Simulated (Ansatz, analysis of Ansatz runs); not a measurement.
## Reproducing a measured migration barrier: interstitial N in bcc Nb, hop from an octahedral to the next octahedral site

Aim: the migration barrier of interstitial N in bcc Nb, hop from an octahedral to the next octahedral site, to be set beside the measurement. Set-up: PBE, 32-site cell, measured lattice, 420 eV, k: 4x4x4 Gamma-centred. The model is a cell of 32 host atoms with 1 N put in. The barrier is the energy of the highest image of a climbing band over the relaxed site that the atom leaves. The measured lattice removes the functional's error in the volume.

What was measured. Migration barrier: 1.67 eV (quoted in “Ab-initio study of the transition pathways for single and double interstitial solute (H, N, O, H-H, N-N, and O-O) within bcc refractory metals (Mo and Nb)”, 2024, H. E. Quarshie et al., quoting earlier work (2007)).

Method: plane-wave PAW DFT, PBE; relaxation of all atoms of a defect supercell, in Ansatz 0.2.0.

## (1) Set-up

The cell holds 33 atoms: 32 Nb and 1 N. Cell: a = 9.352 Å, b = 9.352 Å, c = 9.352 Å, α = 60.0°, β = 60.0°, γ = 60.0°. It derives from Nb (space group Im-3m). Nearest the centre at fractional (0.375, 0.375, 0.625): N33 at 0.00 Å, Nb7 at 1.65 Å, Nb29 at 1.65 Å, Nb14 at 2.34 Å, Nb22 at 2.34 Å, Nb8 at 2.34 Å, Nb4 at 2.34 Å, Nb17 at 3.70 Å.

The host's primitive cell comes from a first run (plane-wave PAW DFT, PBE; relaxation of the host's atoms at the measured cell): vectors of 2.863, 2.863 and 2.863 Å. That is 18.07 Å³ an atom. The supercell is built on it.

## (2) Relaxation, charge 0

A barrier counts from a true minimum, so both ends of the jump are relaxed first.

Input file start/input.yaml:

```yaml
relax:
  f_tol: 0.02
  max_steps: 80
  escape_saddle: false
crystal:
  lattice:
    - [0.0, 6.6126, 6.6126]
    - [6.6126, 0.0, 6.6126]
    - [6.6126, 6.6126, 0.0]
  atoms:
    - { symbol: Nb, position: [0.0, 0.0, 0.0] }
    - { symbol: Nb, position: [0.125, 0.125, 0.125] }
    - { symbol: Nb, position: [0.25, 0.25, 0.25] }
    - { symbol: Nb, position: [0.375, 0.375, 0.375] }
    - { symbol: Nb, position: [0.0, 0.0, 0.5] }
    - { symbol: Nb, position: [0.125, 0.125, 0.625] }
    - { symbol: Nb, position: [0.25, 0.25, 0.75] }
    - { symbol: Nb, position: [0.375, 0.375, 0.875] }
    - { symbol: Nb, position: [0.0, 0.5, 0.0] }
    - { symbol: Nb, position: [0.125, 0.625, 0.125] }
    - { symbol: Nb, position: [0.25, 0.75, 0.25] }
    - { symbol: Nb, position: [0.375, 0.875, 0.375] }
    - { symbol: Nb, position: [0.0, 0.5, 0.5] }
    - { symbol: Nb, position: [0.125, 0.625, 0.625] }
    - { symbol: Nb, position: [0.25, 0.75, 0.75] }
    - { symbol: Nb, position: [0.375, 0.875, 0.875] }
    - { symbol: Nb, position: [0.5, 0.0, 0.0] }
    - { symbol: Nb, position: [0.625, 0.125, 0.125] }
    - { symbol: Nb, position: [0.75, 0.25, 0.25] }
    - { symbol: Nb, position: [0.875, 0.375, 0.375] }
    - { symbol: Nb, position: [0.5, 0.0, 0.5] }
    - { symbol: Nb, position: [0.625, 0.125, 0.625] }
    - { symbol: Nb, position: [0.75, 0.25, 0.75] }
    - { symbol: Nb, position: [0.875, 0.375, 0.875] }
    - { symbol: Nb, position: [0.5, 0.5, 0.0] }
    - { symbol: Nb, position: [0.625, 0.625, 0.125] }
    - { symbol: Nb, position: [0.75, 0.75, 0.25] }
    - { symbol: Nb, position: [0.875, 0.875, 0.375] }
    - { symbol: Nb, position: [0.5, 0.5, 0.5] }
    - { symbol: Nb, position: [0.625, 0.625, 0.625] }
    - { symbol: Nb, position: [0.75, 0.75, 0.75] }
    - { symbol: Nb, position: [0.875, 0.875, 0.875] }
    - { symbol: "N", position: [0.375, 0.375, 0.625] }
basis:
  ecutwfc: 420
  xc_grid: 2
hamiltonian:
  xc: pbe
kpoints:
  mp_grid: { grid: [4, 4, 4] }
scf:
  occupations: { method: methfessel_paxton, width: 0.1 }
  max_iter: 120
output:
  forces: true
checkpoint:
  write: "../start.run"
  compress: false
  write_wavefunctions: true
  write_every: 100000
```

On the command line:

```sh
$ ansatz run input.yaml --threads 4 --pin off --max-ram 14131MiB --backend cpu --events-out ev --progress --plain --runs-dir out
```

Numbers of over 12 decimals in the logs are rounded to 6 here.

The program printed:

```text
[... repeated set-up lines and file paths are left out, and long positions are rounded to six places ...]
Engine: ansatz 0.2.0, aarch64-unknown-linux-gnu
Pseudopotentials: kind: paw
Pseudopotential: Nb, paw, valence charge 13, recommended cutoff 420 eV (normal), Nb.paw.azcp
Pseudopotential: N, paw, valence charge 5, recommended cutoff 420 eV (normal), N.paw.azcp
Functional definition: PBE
  parameter kappa = 0.804
  parameter beta = 0.066725
  exchange = pbe_x(kappa = kappa, mu = beta*pi^2/3)
  correlation = pbe_c(beta = beta)
Crystal: 33 atoms, lattice volume = 578.291 Å³
Basis set: ecut = 420 eV, 11311 PW (Γ), exchange–correlation on 128×128×128 points (8 copies of the dense FFT grid, shifted against one another)
Bands: 253, of which v1, the nominal top of the filled ones, is band 211 counted from 1 (210 counted from 0)
Symmetry: 16 space group operations
Space group: I4/mmm (ITA 139), of the structure as read, at distance tolerance 8.3e-5 Å
k-points: 13 of 64
Non-local potential: Nb, projectors of the file, l = 0: 3, l = 1: 2, l = 2: 2, l = 3: 1
Non-local potential: N, projectors of the file, l = 0: 2, l = 1: 2, l = 2: 1
PAW form: soft (Blöchl's): semilocal exchange-correlation on the pseudo side does not see the compensation charge
PAW one-centre angular grid: Nb, 590 points (default); XC on 64 Gauss nodes
PAW one-centre angular grid: N, 110 points (default); XC on 64 Gauss nodes
Initial density: superposition of atomic densities (neutral atoms: chi_scale 0, normalization atom), corrected by the library's trained network
Initial wavefunctions: pseudopotential atomic-orbital guess
Functional: x = pbe(κ = 0.804, μ = 0.219515), c = pbe(β = 0.066725)
SCF iter   1: F=—  HF=-146054.831600 eV  |F-HF|=—  |Δ(HF+E_count)|=         —  Δρ=4.75e-3  dr2=3.08e-1  ethr=1.77e-3  ⟨swp⟩=6.3  Hψ=13704  notcnv=0
preconditioner: auto → Kerker (q_TF=auto, 2.588 Å⁻¹)  [metal: Δε(μ)=0.008 eV  Ē_g=3.847 eV  σ=0.100 eV  W_gap=0.07  n_scr=168 (ndim 8)  ℏωp=19.8 eV  f_vac=0.000  D(μ)=48.73/eV (n_scr^D=560)]
SCF iter   2: F=—  HF=-146054.801246 eV  |F-HF|=—  |Δ(HF+E_count)|=   3.04e-2  S|Δr|=    0.00e0  Δρ=2.61e-3  dr2=7.07e-2  ethr=7.32e-5  ⟨swp⟩=2.0  Hψ=3983  notcnv=0
SCF iter   3: F=—  HF=-146054.794437 eV  |F-HF|=—  |Δ(HF+E_count)|=   6.81e-3  S|Δr|=    0.00e0  Δρ=4.76e-4  dr2=1.57e-3  ethr=1.68e-5  ⟨swp⟩=2.0  Hψ=5260  notcnv=0
SCF iter   4: F=—  HF=-146054.795589 eV  |F-HF|=—  |Δ(HF+E_count)|=   1.15e-3  S|Δr|=    0.00e0  Δρ=1.71e-4  dr2=1.42e-4  ethr=3.72e-7  ⟨swp⟩=2.2  Hψ=4492  notcnv=0
SCF iter   5: F=-146054.795575 eV  HF=-146054.795576 eV  |F-HF|=1.19e-6  |Δ(HF+E_count)|=   1.27e-5  S|Δr|=    0.00e0  Δρ=3.10e-5  dr2=4.75e-6  ethr=2.38e-9  ⟨swp⟩=3.0  Hψ=11619  notcnv=0
SCF 1 converged in 5 iterations: F = -146054.795575 eV  dr2 = 4.75e-6
  greatest PAW one-centre occupation: 0.998 electrons in one spin orbital (limit 2), on the Nb atom at site 28 (counted from 0), in its partial waves of l = 0
relax step   1: F+E_penalty+E_count = -146054.79557530 eV  Δ(F+E_penalty+E_count) = +0.000e0 eV  max|allowed force component| = 1.545e1 eV/Å  Δτ_max = 0.0000 Å  (5 SCF iters, dr2 threshold 1.00e-5 eV, accepted)
[... the SCF cycles and remarks between the steps are left out from here to the last step ...]
relax step   2: F+E_penalty+E_count = -146058.40455208 eV  Δ(F+E_penalty+E_count) = -3.609e0 eV  max|allowed force component| = 4.026e0 eV/Å  Δτ_max = 0.1969 Å  (6 SCF iters, dr2 threshold 1.00e-4 eV, accepted)
relax step   3: F+E_penalty+E_count = -146059.25897175 eV  Δ(F+E_penalty+E_count) = -8.544e-1 eV  max|allowed force component| = 7.791e-1 eV/Å  Δτ_max = 0.1412 Å  (5 SCF iters, dr2 threshold 1.00e-4 eV, accepted)
relax step   4: F+E_penalty+E_count = -146059.41830553 eV  Δ(F+E_penalty+E_count) = -1.593e-1 eV  max|allowed force component| = 5.917e-2 eV/Å  Δτ_max = 0.0554 Å  (5 SCF iters, dr2 threshold 3.79e-5 eV, accepted)
SCF iter   1: F=—  HF=-146059.420448 eV  |F-HF|=—  |Δ(HF+E_count)|=         —  Δρ=7.88e-4  dr2=1.57e-2  ethr=4.40e-5  ⟨swp⟩=4.0  Hψ=6519  notcnv=0  defer=368
SCF iter   2: F=—  HF=-146059.419691 eV  |F-HF|=—  |Δ(HF+E_count)|=   7.57e-4  S|Δr|=    0.00e0  Δρ=4.25e-4  dr2=4.55e-3  ethr=3.73e-6  ⟨swp⟩=1.0  Hψ=3783  notcnv=0  defer=368
SCF iter   3: F=—  HF=-146059.419365 eV  |F-HF|=—  |Δ(HF+E_count)|=   3.26e-4  S|Δr|=    0.00e0  Δρ=6.74e-5  dr2=2.99e-5  ethr=1.08e-6  ⟨swp⟩=2.0  Hψ=3666  notcnv=0  defer=368
SCF iter   4: F=—  HF=-146059.420651 eV  |F-HF|=—  |Δ(HF+E_count)|=   1.29e-3  S|Δr|=    0.00e0  Δρ=1.70e-5  dr2=5.62e-6  ethr=7.09e-9  ⟨swp⟩=2.5  Hψ=5363  notcnv=0  defer=368
SCF iter   5: F=—  HF=-146059.420651 eV  |F-HF|=—  |Δ(HF+E_count)|=   3.81e-7  S|Δr|=    0.00e0  Δρ=4.26e-6  dr2=1.95e-7  ethr=1.33e-9  ⟨swp⟩=2.0  Hψ=3995  notcnv=0  defer=368
SCF iter   6: F=-146059.420651 eV  HF=-146059.420651 eV  |F-HF|=6.61e-9  |Δ(HF+E_count)|=   2.70e-8  S|Δr|=    0.00e0  Δρ=1.37e-6  dr2=1.20e-8  ethr=2.38e-11  ⟨swp⟩=4.8  Hψ=10266  notcnv=0
SCF 5 converged in 6 iterations: F = -146059.420651 eV  dr2 = 1.20e-8
relax step   5: F+E_penalty+E_count = -146059.42065087 eV  Δ(F+E_penalty+E_count) = -2.345e-3 eV  max|allowed force component| = 1.275e-2 eV/Å  Δτ_max = 0.0077 Å  (6 SCF iters, accepted)
NSCF: frozen V_eff on 13 k-points
the search or the solves at the SCF's close seem to have found levels that the self-consistency loop had missed (the run counts 1). By its estimate they hold under 1e-12 electrons; where the run keeps them, the occupations were computed again with them
SCF converged after 6 iterations
Stability not checked: this state was not tested for a lower state beside it, because cold or Methfessel-Paxton smearing, or corrected tetrahedra, fill the levels in a way that the test cannot read (fill_not_monotonic; see scf.lower_state_search)
Free energy (F): -146059.420651 eV
Harris-Foulkes:  -146059.420651 eV  (|F-HF|=6.61e-9)
Internal energy: -146059.432799 eV  (E = F + TS)
E sigma→0 (E₀):  -146059.423688 eV
Entropy (-TS):   0.012148 eV (0.368 meV/atom)
Fermi energy:    17.919848 eV
--- Per-component energies (eV) ---
  E_band       = -2090.174273
  E_kinetic    = 12789.237233
  E_local      = -22327.355597  (includes V_loc(G=0)·N_el)
  E_nonlocal   = 3881.088589
  E_hartree    = 6969.297133
  E_xc         = -5688.896431
  E_vxc        = -6906.409867  (∫ρ·V_xc dr)
  E_paw        = -98477.031511  (= ΣΔE_a)
  E_vpaw       = -3465.328829  (= ΣTr[D̂ρ^β])
  E_aug_tail   = 0.000298  (compensation charges beyond the density's cutoff)
  E_ewald      = -43205.772512
  E_smearing   = 0.012148  (= −TS)
  E_closure    = 0.000000  (closes the sum)
  Σ components = -146059.420651   (vs F -146059.420651, Δ=0.00e0)
--- Forces (eV/Å), atoms counted from 1 ---
  atom   1  Nb     0.00000000     0.00000000    -0.00471191
  atom   2  Nb     0.00015881     0.00015881     0.00392163
  atom   3  Nb     0.00000000    -0.00000000     0.00560527
  atom   4  Nb    -0.01274587    -0.01274587     0.00000000
  atom   5  Nb     0.00000000    -0.00000000    -0.00560527
  atom   6  Nb    -0.00015881    -0.00015881     0.00392163
  atom   7  Nb     0.00000000     0.00000000    -0.01200084
  atom   8  Nb     0.01274587     0.01274587    -0.00000000
  atom   9  Nb    -0.00290178     0.00000000    -0.00827487
  atom  10  Nb     0.00651984    -0.00651984    -0.00000000
  atom  11  Nb     0.00000000     0.00290178     0.00827487
  atom  12  Nb     0.00015881    -0.00015881    -0.00392163
  atom  13  Nb     0.00000000     0.00290178    -0.00827487
  atom  14  Nb     0.01274587    -0.01274587     0.00000000
  atom  15  Nb    -0.00290178     0.00000000     0.00827487
  atom  16  Nb    -0.00015881     0.00015881     0.00392163
  atom  17  Nb     0.00000000    -0.00290178    -0.00827487
  atom  18  Nb    -0.00651984     0.00651984    -0.00000000
  atom  19  Nb     0.00290178    -0.00000000     0.00827487
  atom  20  Nb    -0.00015881     0.00015881    -0.00392163
  atom  21  Nb     0.00290178    -0.00000000    -0.00827487
  atom  22  Nb    -0.01274587     0.01274587    -0.00000000
  atom  23  Nb     0.00000000    -0.00290178     0.00827487
  atom  24  Nb     0.00015881    -0.00015881     0.00392163
  atom  25  Nb     0.00000000    -0.00000000    -0.00560527
  atom  26  Nb    -0.00015881    -0.00015881    -0.00392163
  atom  27  Nb     0.00000000     0.00000000     0.00471191
  atom  28  Nb    -0.00651984    -0.00651984    -0.00000000
  atom  29  Nb     0.00000000    -0.00000000     0.01200084
  atom  30  Nb     0.00015881     0.00015881    -0.00392163
  atom  31  Nb     0.00000000    -0.00000000     0.00560527
  atom  32  Nb     0.00651984     0.00651984     0.00000000
  atom  33  N      0.00000000     0.00000000    -0.00000000
  max |Σ_I F_I| component: 1.39e-17 eV/Å
--- Band table (eV; the first three rows and the last of 13) ---
  k-point 0: bands = ["-36.5884", "-36.5335", "-36.5335", "-36.5075", [... 245 left out ...] "21.1196", "21.1306", "21.1457", "21.1739"]
  k-point 1: bands = ["-36.5841", "-36.5368", "-36.5336", "-36.5065", [... 245 left out ...] "20.9871", "21.0398", "21.0405", "21.1080"]
  [... further k-points left out ...]
--- Relaxed structure (5 steps of the walk, 5 accepted, 0 SCFs on fresh bases) ---
  F+E_penalty+E_count = -146059.42065087 eV   max|allowed force component| = 1.275e-2 eV/Å
  atoms:
    - { symbol: Nb, position: [-0.010491, -0.010491, 0.010491] }
    - { symbol: Nb, position: [0.118489, 0.118489, 0.136114] }
    - { symbol: Nb, position: [0.249996, 0.249996, 0.250004] }
    - { symbol: Nb, position: [0.375000, 0.375000, 0.388438] }
    - { symbol: Nb, position: [4.3100616006645686e-6, 4.3100616006645686e-6, 0.499996] }
    - { symbol: Nb, position: [0.118489, 0.118489, 0.626907] }
    - { symbol: Nb, position: [0.220093, 0.220093, 0.779907] }
    - { symbol: Nb, position: [0.375000, 0.375000, 0.861562] }
    - { symbol: Nb, position: [0.001374, 0.498541, -0.001374] }
    - { symbol: Nb, position: [0.133585, 0.616415, 0.125] }
    - { symbol: Nb, position: [0.251459, 0.748626, 0.251374] }
    - { symbol: Nb, position: [0.376907, 0.886114, 0.368489] }
    - { symbol: Nb, position: [0.001374, 0.498541, 0.501459] }
    - { symbol: Nb, position: [0.138438, 0.611562, 0.625000] }
    - { symbol: Nb, position: [0.251459, 0.748626, 0.748541] }
    - { symbol: Nb, position: [0.373093, 0.863886, 0.881511] }
    - { symbol: Nb, position: [0.498541, 0.001374, -0.001374] }
    - { symbol: Nb, position: [0.616415, 0.133585, 0.125] }
    - { symbol: Nb, position: [0.748626, 0.251459, 0.251374] }
    - { symbol: Nb, position: [0.886114, 0.376907, 0.368489] }
    - { symbol: Nb, position: [0.498541, 0.001374, 0.501459] }
    - { symbol: Nb, position: [0.611562, 0.138438, 0.625000] }
    - { symbol: Nb, position: [0.748626, 0.251459, 0.748541] }
    - { symbol: Nb, position: [0.863886, 0.373093, 0.881511] }
    - { symbol: Nb, position: [0.500004, 0.500004, -4.310061600787396e-6] }
    - { symbol: Nb, position: [0.631511, 0.631511, 0.113886] }
    - { symbol: Nb, position: [0.760491, 0.760491, 0.239509] }
    - { symbol: Nb, position: [0.875000, 0.875000, 0.383585] }
    - { symbol: Nb, position: [0.529907, 0.529907, 0.470093] }
    - { symbol: Nb, position: [0.631511, 0.631511, 0.623093] }
    - { symbol: Nb, position: [0.749996, 0.749996, 0.750004] }
    - { symbol: Nb, position: [0.875000, 0.875000, 0.866415] }
    - { symbol: N, position: [0.375000, 0.375000, 0.625000] }
```

Wall time 2.6 min (4 threads of Arm Neoverse V2, shared host); peak memory 3.8 GiB.

Relaxation path:

```csv
step,energy less that of the first step (eV),largest force component (eV/Å)
1,0.0000,15.4460
2,-3.6090,4.0263
3,-4.4634,0.7791
4,-4.6227,0.0592
5,-4.6251,0.0127
```

Forces are held to the 16 operations that the run works with; a distortion that breaks them can't arise in this run.

The atoms that moved most (Å):

```csv
atom,dx,dy,dz,length
Nb7,0.000,0.000,-0.396,0.396
Nb29,0.000,0.000,0.396,0.396
Nb1,0.000,0.000,-0.139,0.139
Nb27,0.000,0.000,0.139,0.139
Nb8,-0.089,-0.089,0.000,0.126
Nb22,0.089,-0.089,0.000,0.126
Nb14,-0.089,0.089,0.000,0.126
Nb4,0.089,0.089,0.000,0.126
```

Neighbours of N33 at the end:

```csv
atom,distance (Å)
Nb7,2.049
Nb29,2.049
Nb8,2.212
Nb22,2.212
Nb14,2.212
Nb4,2.212
Nb11,3.680
Nb19,3.680
Nb21,3.680
Nb13,3.680
Nb15,3.680
Nb23,3.680
Nb17,3.680
Nb9,3.680
```

Numbers from this step:

* free energy: -146059.4207 eV
* smearing term TS: -0.01215 eV

The series, run alike:

```csv
run,outcome,energy less the first (eV),moment (μB),time
"relaxation, charge 0",converged,0.0000,0.00,2.6 min
"relaxation, charge 0",converged,0.0000,0.00,2.6 min
```

The relaxation ends 140 meV an atom lower, with a largest force component of 0.013 eV/Å.

(Part 1 of 2 ends here.)

[Logs are printed without paths, hosts, clocks, repeated set-up lines and the standing remarks that a program may print on its own settings, such as how far it seeks lower states.]

[Hosts, paths, dates, database ids (printed as entryN), source tags and the programs' standing remarks are cut or masked in the printed files.]

[For some hosts the program warned that the k-mesh of the response run may be too coarse for force constants and the static dielectric constant; such warnings are not shown here.]
